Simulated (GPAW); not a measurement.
# Core-hole calculation of the P K edge in AgPPd5 (P4/mmm)

Aim: the near-edge shape at the P K edge of AgPPd5 (P4/mmm), and what the core hole does to it.

Main program and level: GPAW 26.7.0; X-ray absorption from dipole matrix elements to empty bands, plane-wave PAW LDA.

**1. Starting point**

Symmetry: P4/mmm, No. 123, tetragonal system. Conventional cell: a = 3.969 Å, b = 3.969 Å, c = 7.005 Å, α = 90.00°, β = 90.00°, γ = 90.00°. Ag has 12 Pd at 2.81 to 2.89 Å nearest. Nearest to Pd lie 2 P at 2.43 Å and 7 Pd at 2.80 to 2.89 Å and 2 Ag at 2.89 Å. Nearest to Pd lie 4 Ag at 2.81 Å and 8 Pd at 2.89 Å. P has 8 Pd at 2.43 Å nearest. Farther neighbours are not listed.

Structure file:

```
Ag Pd P
1.0
     3.96877    0.00000    0.00000
     0.00000    3.96877    0.00000
     0.00000    0.00000    7.00523
Ag Pd P
1 5 1
Cartesian
  1.9844 1.9844 0.0000
  0.0000 1.9844 2.1049
  1.9844 0.0000 2.1049
  0.0000 1.9844 4.9004
  1.9844 0.0000 4.9004
  0.0000 0.0000 0.0000
  0.0000 0.0000 3.5026
```

**2. Ground state of the crystal**

The ground state comes first: it tells whether the system has a gap, which decides how the excited electron is treated.

Contents of scf.py:

```python
import numpy as np
from ase import Atoms
from ase.parallel import parprint, paropen
from gpaw import GPAW, PW, FermiDirac, Mixer, MixerDif, setup_paths
from gpaw.test import gen
setup_paths.insert(0, '.')
gen('P', name='nch1s', xcname='LDA', corehole=(1, 0, 0), write_xml=True)
from gpaw.mpi import world
world.barrier()

atoms = Atoms('AgPd5P',
    cell=[[3.968775, 0, 0],
     [0, 3.968775, 0],
     [0, 0, 7.005225]],
    scaled_positions=[[0.5, 0.5, 0],
     [0, 0.5, 0.30047],
     [0.5, 0, 0.30047],
     [0, 0.5, 0.69953],
     [0.5, 0, 0.69953],
     [0, 0, 0],
     [0, 0, 0.5]],
    pbc=True)
atoms.calc = calc = GPAW(legacy_gpaw=True, mode=PW(430, force_complex_dtype=True), xc='LDA', setups={6: 'nch1s'},
    kpts={'size': (6, 6, 4), 'gamma': True}, occupations=FermiDirac(0.05),
    charge=0, mixer=Mixer(0.1, 5, 50), maxiter=150,
    convergence={'density': 0.0001, 'eigenstates': 1e-6}, txt='scf.txt')
energy = atoms.get_potential_energy() + calc.get_reference_energy()
ef = calc.get_fermi_level()
out = dict(energy=energy, fermi=ef, forces=atoms.get_forces().tolist())
parprint(f'all-electron energy {energy:.4f} eV, Fermi level {ef:.4f} eV')
ev = np.array([[calc.get_eigenvalues(k, s) for k in range(len(calc.get_ibz_k_points()))] for s in range(calc.get_number_of_spins())])
out['homo'], out['lumo'], out['counts'] = ev[ev < ef].max(), ev[ev > ef].min(), sorted(set((ev < ef).sum((0, 2)).tolist()))
out['filled'] = (ev[:, 0] < ef).sum(1).tolist()
import json
with paropen('out.json', 'w') as f:
    json.dump(out, f)
```

Command:

```console
> OMP_NUM_THREADS=1 mpirun -n 4 gpaw python scf.py
```

Numbers of over 12 decimals in the logs are rounded to 6 here.

The program printed:

```text
Input parameters:
  convergence: {density: 0.0001,
                eigenstates: 1e-06}
  kpts: {gamma: True,
         size: (6, 6, 4)}
  maxiter: 150
  mixer: {backend: pulay,
          beta: 0.1,
          method: separate,
          nmaxold: 5,
          weight: 50}
  mode: {ecut: 430.0,
         force_complex_dtype: True,
         name: pw}
  occupations: {fixmagmom: False,
                name: fermi-dirac,
                width: 0.05}
  setups: {6: nch1s}

Initialize ...

[... PAW data sets ...]

Reference energy: -839227.528552  # eV

Spin-paired calculation

[... convergence settings ...]
Symmetries present (total): 16
  [... symmetry matrices ...]

144 k-points: 6 x 6 x 4 Monkhorst-Pack grid + [1/12,1/12,1/8]
30 k-points in the irreducible part of the Brillouin zone
       k-points in crystal coordinates                weights
   0:     0.00000000    0.00000000    0.00000000          1/144
   1:     0.00000000    0.00000000    0.25000000          2/144
   2:     0.00000000    0.00000000    0.50000000          1/144
   3:     0.16666667    0.00000000    0.00000000          4/144
   4:     0.16666667    0.00000000    0.25000000          8/144
   5:     0.16666667    0.00000000    0.50000000          4/144
   6:     0.16666667    0.16666667    0.00000000          4/144
   7:     0.16666667    0.16666667    0.25000000          8/144
   8:     0.16666667    0.16666667    0.50000000          4/144
   9:     0.33333333    0.00000000    0.00000000          4/144
          ...
  29:     0.50000000    0.50000000    0.50000000          1/144

Wave functions: Plane wave expansion
  Cutoff energy: 430.000 eV
  Number of coefficients (min, max): 2214, 2264
  Pulay-stress correction: 0.000000 eV/Ang^3 (de/decut=0.000000)
  Using FFTW library
  Wavefunction extrapolation:
    Improved wavefunction reuse through dual PAW basis

Occupation numbers: Fermi-Dirac:
  width: 0.0500  # eV

Eigensolver
   Davidson(niter=2)

Densities:
  Coarse grid: 20*20*35 grid
  Fine grid: 40*40*70 grid
  Total Charge: 0.000000

Density mixing:
  Method: separate
  Backend: pulay
  Linear mixing parameter: 0.1
  old densities: 5
  Width of damping distribution: 1.1
  Damping of long wavelength oscillations: 50

[... Hamiltonian set-up ...]
Number of atoms: 7
Number of atomic orbitals: 76
Number of bands in calculation: 66
Number of valence electrons: 102
Bands to converge: occupied

... initialized

Initializing position-dependent things.

Density initialized from atomic densities
Creating initial wave functions:
  66 bands from LCAO basis set

Positions:
   0 Ag     1.984387    1.984387    0.000000    ( 0.0000,  0.0000,  0.0000)
   1 Pd     0.000000    1.984387    2.104860    ( 0.0000,  0.0000,  0.0000)
   2 Pd     1.984387    0.000000    2.104860    ( 0.0000,  0.0000,  0.0000)
   3 Pd     0.000000    1.984387    4.900365    ( 0.0000,  0.0000,  0.0000)
   4 Pd     1.984387    0.000000    4.900365    ( 0.0000,  0.0000,  0.0000)
   5 Pd     0.000000    0.000000    0.000000    ( 0.0000,  0.0000,  0.0000)
   6 P      0.000000    0.000000    3.502613    ( 0.0000,  0.0000,  0.0000)

Unit cell:
           periodic     x           y           z      points  spacing
  1. axis:    yes    3.968775    0.000000    0.000000    20     0.1984
  2. axis:    yes    0.000000    3.968775    0.000000    20     0.1984
  3. axis:    yes    0.000000    0.000000    7.005225    35     0.2001

  Lengths:   3.968775   3.968775   7.005225
  Angles:   90.000000  90.000000  90.000000

Effective grid spacing dv^(1/3) = 0.1990

iter:   1   -45.862885
iter:   2   -41.543417   -1.11  -1.20
iter:   3   -38.645382   -0.55  -1.33
iter:   4   -38.142318   -2.48  -1.88
iter:   5   -38.129428   -1.68  -1.88
iter:   6   -37.882362   -1.84  -1.84
iter:   7   -37.828816   -3.22  -2.37
iter:   8   -37.823052   -3.46  -2.67
iter:   9   -37.815752c  -3.96  -3.16
iter:  10   -37.815435c  -4.72  -3.31
iter:  11   -37.815384c  -5.16  -3.43
iter:  12   -37.815363c  -5.76  -3.88
iter:  13   -37.815372c  -6.02c -3.98
iter:  14   -37.815390c  -6.58c -4.08c

Converged after 14 iterations.

Dipole moment: (-0.000000, -0.000000, -0.000000) |e|*Ang

Energy contributions relative to reference atoms: (reference = -839227.528552)

Kinetic:        -28.346861
Potential:       +3.577665
External:        +0.000000
XC:             -12.184521
Entropy (-ST):   -0.023576
Local:           -0.849886
SIC:             +0.000000
--------------------------
Free energy:    -37.827178
Extrapolated:   -37.815390

Showing only first 2 kpts
 Kpt  Band  Eigenvalues  Occupancy
  0    49      8.13571    1.79396
  0    50      8.17758    1.58058
  0    51      8.69878    0.00022
  0    52      8.69878    0.00022

  1    49      8.13584    1.79347
  1    50      8.17728    1.58261
  1    51      9.47138    0.00000
  1    52      9.47138    0.00000

Fermi level: 8.24392

No gap
No difference between direct/indirect transitions

Forces in eV/Ang:
  0 Ag    0.00000    0.00000    0.00000
  1 Pd    0.00000    0.00000   -0.06809
  2 Pd    0.00000    0.00000   -0.06809
  3 Pd    0.00000    0.00000    0.06809
  4 Pd    0.00000    0.00000    0.06809
  5 Pd    0.00000    0.00000    0.00000
  6 P    -0.00000    0.00000    0.00000
Scalar-relativistic atomic LDA calculation for P (Phosphorus, Z=15)
Core hole in 1s state (1s occupation: 2.0)
450 radial gridpoints.
|------------------------------------------------|
|------------------------------------------------|
[... the atom generator's iteration count ...]

Energy contributions:
-------------------------
Kinetic:     +341.479749
XC:           -21.839194
Potential:   -660.402537
-------------------------
Total:       -340.761981

state      eigenvalue         ekin         rmax
-----------------------------------------------
1s^2.0 :   -76.281580   106.327718        0.068
2s^2.0 :    -6.362337    15.621703        0.420
2p^6.0 :    -4.575935    14.804944        0.354
3s^2.0 :    -0.515028     2.181743        1.565
3p^3.0 :    -0.205646     1.462587        1.827
-----------------------------------------------
(units: Bohr and Hartree)

Generating PAW setup
Kinetic energy of the core from tauc = 333.550059
Cutoffs:
rc(s)=1.800
rc(p)=1.800
rc(d)=1.800
rc(vbar)=1.620
rc(comp)=1.800
rc(nct)=1.800

Kinetic energy of the core states: 332.728503
Charge: 0.0
Core electrons: 10.0
Valence electrons: 5.0
Pseudo-core charge: 0.181656
Shape function alpha=3.086
Pseudo-electron charge 5.454854
state    eigenvalue         norm
--------------------------------
3s(2) :    -0.515028     1.126397
*s    :     0.484972
3p(3) :    -0.205646     1.006802
*p    :     0.794354
*d    :     0.000000
--------------------------------

Diagonalizing with gridspacing h=0.050

state   all-electron     PAW
-------------------------------
3s:      -0.515028    -0.515337
3p:      -0.205646    -0.205904
*d:                    0.038554
*f:                    0.072541
-------------------------------
all-electron energy -839265.3439 eV, Fermi level 8.2439 eV
```

Wall time 22 s (4 MPI ranks of Intel Xeon Platinum 8488C (Sapphire Rapids), shared host); peak memory 0.23 GiB; 88 s of CPU time.

The mesh shows no gap, so the system is treated as a metal and the core electron is put at the Fermi level (neutral cell).

**3. Spectrum without a core hole, P atom 7**

This cheap baseline ignores the attraction of the hole: it shows the absorber's empty states as they are in the ground state. The data set with a hole of occupation 0 only carries the core orbital.

The absorber has 8 Pd at 2.43 Å (cubic, site symmetry 4/mmm).

Contents of xas.py:

```python
import numpy as np
from ase import Atoms
from ase.parallel import parprint, paropen
from gpaw import GPAW, PW, FermiDirac, Mixer, MixerDif, setup_paths
from gpaw.test import gen
setup_paths.insert(0, '.')
gen('P', name='nch1s', xcname='LDA', corehole=(1, 0, 0), write_xml=True)
from gpaw.mpi import world
world.barrier()

atoms = Atoms('AgPd5P',
    cell=[[3.968775, 0, 0],
     [0, 3.968775, 0],
     [0, 0, 7.005225]],
    scaled_positions=[[0.5, 0.5, 0],
     [0, 0.5, 0.30047],
     [0.5, 0, 0.30047],
     [0, 0.5, 0.69953],
     [0.5, 0, 0.69953],
     [0, 0, 0],
     [0, 0, 0.5]],
    pbc=True)
atoms.calc = calc = GPAW(legacy_gpaw=True, mode=PW(430, force_complex_dtype=True), xc='LDA', setups={6: 'nch1s'},
    kpts={'size': (9, 9, 5), 'gamma': True}, occupations=FermiDirac(0.1),
    charge=0, mixer=Mixer(0.1, 5, 50), maxiter=150,
    convergence={'density': 0.0001, 'eigenstates': 1e-6}, txt='scf.txt')
energy = atoms.get_potential_energy() + calc.get_reference_energy()
ef = calc.get_fermi_level()
out = dict(energy=energy, fermi=ef, forces=atoms.get_forces().tolist())
parprint(f'all-electron energy {energy:.4f} eV, Fermi level {ef:.4f} eV')
ev = np.array([[calc.get_eigenvalues(k, s) for k in range(len(calc.get_ibz_k_points()))] for s in range(calc.get_number_of_spins())])
out['homo'], out['lumo'], out['counts'] = ev[ev < ef].max(), ev[ev > ef].min(), sorted(set((ev < ef).sum((0, 2)).tolist()))
out['filled'] = (ev[:, 0] < ef).sum(1).tolist()

from ase.units import Ha
from gpaw.xas import dipole_matrix_elements
nb = int(calc.get_number_of_electrons() / 2) + 94
top, nb = nb, nb + 8 + nb // 12
nscf = calc.fixed_density(kpts={'size': (8, 8, 5), 'gamma': True}, nbands=nb,
    convergence={'bands': top, 'eigenstates': 5e-3}, maxiter=60, txt='nscf.txt')
cell = atoms.cell.array
ops = [cell.T @ U.T @ np.linalg.inv(cell.T) for U in nscf.wfs.kd.symmetry.op_scc]
E = np.arange(-25, 34, 0.1)
fwhm = np.interp(E, [4, 25], [0.9, 3.5])
Y, X, zero, highest = 0, 0, 1e9, 1e9
for spin in range(nscf.get_number_of_spins()):
    wfs = nscf.wfs
    mine = wfs.bd.get_slice()  # this rank's bands
    A = dipole_matrix_elements(wfs.setups[6])
    eps = np.zeros((wfs.kd.nibzkpts, nb))
    d = np.zeros((3, A.shape[1], wfs.kd.nibzkpts, nb), complex)
    for kpt in wfs.kpt_u:
        if kpt.s == spin and 6 in kpt.P_ani:
            eps[kpt.k, mine] = kpt.eps_n * Ha
            d[:, :, kpt.k, mine] = (kpt.weight * wfs.nspins / 2) ** 0.5 * np.inner(A, kpt.P_ani[6])
    world.sum(eps)
    world.sum(d)
    T = np.einsum('amkn,bmkn->abkn', d, d.conj()).real
    T = sum(np.einsum('ai,ijkn,bj->abkn', R, T, R) for R in ops) / len(ops)
    empty = eps > ef
    zero, highest = min(zero, eps[empty].min()), min(highest, eps[:, top - 1].min())
    lines = [(eps, T, empty)] if spin == 0 else lines + [(eps, T, empty)]
for eps, T, empty in lines:
    f = np.einsum('aakn->akn', T).reshape(3, -1)
    x = eps.ravel() - zero
    w = np.interp(x, E, fwhm) / 2.35482
    g = np.exp(-0.5 * ((E[:, None] - x) / w) ** 2) / (w * (2 * np.pi) ** 0.5)
    Y = Y + (f * empty.ravel()) @ g.T
    X = X + (f * ~empty.ravel()) @ g.T
out.update(E=E.round(2).tolist(), xas=Y.tolist(), xes=X.tolist(), zero=zero, valid=highest - zero, nk=len(eps), nb=nb)
for i in range(0, len(E), 10):
    parprint(f'{E[i]:7.2f}', *(f'{v:10.3e}' for v in Y[:, i]))
import json
with paropen('out.json', 'w') as f:
    json.dump(out, f)
```

Command:

```console
> OMP_NUM_THREADS=1 mpirun -n 4 gpaw python xas.py
```

The program printed:

```text
Input parameters:
  convergence: {density: 0.0001,
                eigenstates: 1e-06}
  kpts: {gamma: True,
         size: (9, 9, 5)}
  maxiter: 150
  mixer: {backend: pulay,
          beta: 0.1,
          method: separate,
          nmaxold: 5,
          weight: 50}
  mode: {ecut: 430.0,
         force_complex_dtype: True,
         name: pw}
  occupations: {fixmagmom: False,
                name: fermi-dirac,
[...]
*p    :     0.794354
*d    :     0.000000
--------------------------------

Diagonalizing with gridspacing h=0.050

state   all-electron     PAW
-------------------------------
3s:      -0.515028    -0.515337
3p:      -0.205646    -0.205904
*d:                    0.038554
*f:                    0.072541
-------------------------------
all-electron energy -839265.3314 eV, Fermi level 8.2739 eV
[...]
32.00  5.318e-06  5.318e-06  4.290e-06
  33.00  5.898e-06  5.898e-06  4.678e-06
[key lines of the parts left out:]
Converged after 15 iterations.
Dipole moment: (-0.000000, -0.000000, -0.000000) |e|*Ang
Free energy:    -37.862098
Fermi level: 8.27390
```

The job ended after 74 s (4 MPI ranks; peak memory 0.41 GiB; 4.9 min of CPU time).

The P K spectrum, P atom 7, no core hole (energy from the lowest empty level; intensity scaled to a mean of 1 over the first 20 eV; polarised curves are means over the symmetry-equivalent atoms):

```csv
E (eV),isotropic,ε ⊥ c,ε ∥ c
-2.0,0.00,0.00,0.00
-1.4,0.00,0.00,0.00
-0.8,0.02,0.02,0.03
-0.2,0.36,0.32,0.43
0.4,1.04,1.06,1.00
1.0,1.33,1.61,0.77
1.6,1.63,1.90,1.09
2.2,1.70,1.66,1.77
2.8,1.37,0.90,2.30
3.4,0.81,0.35,1.71
4.0,0.48,0.30,0.84
4.6,0.55,0.37,0.91
5.2,0.78,0.53,1.27
5.8,1.20,1.07,1.46
6.4,1.44,1.58,1.17
7.0,1.49,1.85,0.75
7.6,1.39,1.81,0.56
8.2,1.26,1.61,0.55
8.8,1.23,1.51,0.68
9.4,1.29,1.44,0.98
10.0,1.21,1.17,1.29
10.6,1.03,0.87,1.35
11.2,0.88,0.71,1.23
11.8,0.81,0.65,1.12
12.4,0.77,0.64,1.03
13.0,0.77,0.70,0.92
13.6,0.84,0.83,0.85
14.2,0.91,0.96,0.81
14.8,0.93,1.01,0.76
15.4,0.88,0.97,0.70
16.0,0.81,0.88,0.66
16.6,0.74,0.78,0.65
17.2,0.70,0.69,0.72
17.8,0.69,0.62,0.82
18.4,0.70,0.60,0.90
19.0,0.71,0.61,0.92
19.6,0.72,0.64,0.88
20.2,0.72,0.67,0.82
20.8,0.71,0.69,0.76
21.4,0.71,0.70,0.73
22.0,0.70,0.70,0.70
22.6,0.68,0.68,0.68
23.2,0.64,0.63,0.64
23.8,0.59,0.58,0.60
24.4,0.54,0.54,0.55
25.0,0.51,0.51,0.52
25.6,0.50,0.51,0.49
26.2,0.51,0.52,0.49
26.8,0.54,0.55,0.51
27.4,0.57,0.58,0.54
28.0,0.60,0.61,0.58
28.6,0.63,0.65,0.61
29.2,0.67,0.69,0.65
29.8,0.72,0.75,0.68
30.4,0.79,0.83,0.72
31.0,0.87,0.92,0.77
31.6,0.96,1.02,0.84
```

Main maxima below 24 eV (height): 1.9 eV (1.76), 6.9 eV (1.49), 9.5 eV (1.29) and 14.6 eV (0.93). A K edge sees empty p states on the absorber.

The same matrix elements for filled bands give the P K emission of P atom 7 (ground-state approximation; energy from the lowest empty level, largest value 1):

```csv
E (eV),emission
-24.00,0.00
-23.25,0.00
-22.50,0.00
-21.75,0.00
-21.00,0.00
-20.25,0.00
-19.50,0.00
-18.75,0.00
-18.00,0.00
-17.25,0.00
-16.50,0.00
-15.75,0.00
-15.00,0.00
-14.25,0.00
-13.50,0.00
-12.75,0.00
-12.00,0.00
-11.25,0.00
-10.50,0.00
-9.75,0.00
-9.00,0.00
-8.25,0.00
-7.50,0.03
-6.75,0.25
-6.00,0.97
-5.25,0.51
-4.50,0.17
-3.75,0.11
-3.00,0.08
-2.25,0.10
-1.50,0.09
-0.75,0.10
0.00,0.08
0.75,0.00
1.50,0.00
2.25,0.00
3.00,0.00
```

Emission maxima: -5.8 eV (1.00).

**4. Reference energy of the supercell**

The photon energy needs a difference of total energies, so the cell and mesh of the coming hole run are first run without a hole.

Changes to scf.py since step 2:

```diff
@@ -10,16 +10,23 @@
 
-atoms = Atoms('AgPd5P',
-    cell=[[3.968775, 0, 0],
-     [0, 3.968775, 0],
-     [0, 0, 7.005225]],
-    scaled_positions=[[0.5, 0.5, 0],
-     [0, 0.5, 0.30047],
-     [0.5, 0, 0.30047],
-     [0, 0.5, 0.69953],
-     [0.5, 0, 0.69953],
+atoms = Atoms('Ag2Pd10P2',
+    cell=[[-3.968775, 3.968775, 0],
+     [-3.968775, -3.968775, 0],
+     [3.968775, 0, 7.005225]],
+    scaled_positions=[[0, 0.5, 0],
+     [0.5, 0, 0],
+     [0.400235, 0.900235, 0.30047],
+     [0.900235, 0.400235, 0.30047],
+     [0.900235, 0.900235, 0.30047],
+     [0.400235, 0.400235, 0.30047],
+     [0.599765, 0.099765, 0.69953],
+     [0.099765, 0.599765, 0.69953],
+     [0.099765, 0.099765, 0.69953],
+     [0.599765, 0.599765, 0.69953],
      [0, 0, 0],
-     [0, 0, 0.5]],
+     [0.5, 0.5, 0],
+     [0.25, 0.25, 0.5],
+     [0.75, 0.75, 0.5]],
     pbc=True)
-atoms.calc = calc = GPAW(legacy_gpaw=True, mode=PW(430, force_complex_dtype=True), xc='LDA', setups={6: 'nch1s'},
-    kpts={'size': (6, 6, 4), 'gamma': True}, occupations=FermiDirac(0.05),
+atoms.calc = calc = GPAW(legacy_gpaw=True, mode=PW(430, force_complex_dtype=True), xc='LDA', setups={12: 'nch1s'},
+    kpts={'size': (5, 5, 5), 'gamma': True}, occupations=FermiDirac(0.1),
     charge=0, mixer=Mixer(0.1, 5, 50), maxiter=150,
```

Command:

```console
> OMP_NUM_THREADS=1 mpirun -n 4 gpaw python scf.py
```

The program printed:

```text
Input parameters:
  convergence: {density: 0.0001,
                eigenstates: 1e-06}
  kpts: {gamma: True,
         size: (5, 5, 5)}
  maxiter: 150
  mixer: {backend: pulay,
          beta: 0.1,
          method: separate,
          nmaxold: 5,
          weight: 50}
  mode: {ecut: 430.0,
         force_complex_dtype: True,
         name: pw}
  occupations: {fixmagmom: False,
                name: fermi-dirac,
[...]
warnings.warn(
<dir> UserWarning: Using symmetrized grid: (40,40,40).

  warnings.warn('Using symmetrized grid: ({},{},{}).\n'.format(*N_c))
<dir> UserWarning: Using symmetrized grid: (40,40,40).

  warnings.warn('Using symmetrized grid: ({},{},{}).\n'.format(*N_c))
<dir> UserWarning: Using symmetrized grid: (40,40,40).

  warnings.warn('Using symmetrized grid: ({},{},{}).\n'.format(*N_c))
all-electron energy -1678530.6511 eV, Fermi level 8.2772 eV
[key lines of the parts left out:]
Converged after 15 iterations.
Dipole moment: (-0.000000, -0.000000, 0.000000) |e|*Ang
Free energy:    -75.716478
Fermi level: 8.27725
```

Elapsed: 1.9 min, on 4 MPI ranks; peak memory 0.43 GiB.

Reference energy: -1678530.651 eV with the cores included.

(Continued in part 2 of 2.)

[Banner, clock and machine lines of the logs are left out without a mark of their own.]

[Logs are printed without paths, hosts, clocks, repeated set-up lines and the standing remarks that a program may print on its own settings, such as how far it seeks lower states.]

[Hosts, paths, dates, database ids (printed as entryN), source tags and the programs' standing remarks are cut or masked in the printed files.]

[Lists of maxima count a maximum above −3 eV only where it reaches 4 % of the highest in the window and stands out from its surroundings by 2 % of it (1.5 % where it reaches 55 %); shoulders and weaker maxima are passed over, and of the rest the first, up to two pre-edge ones and the few strongest are named.]
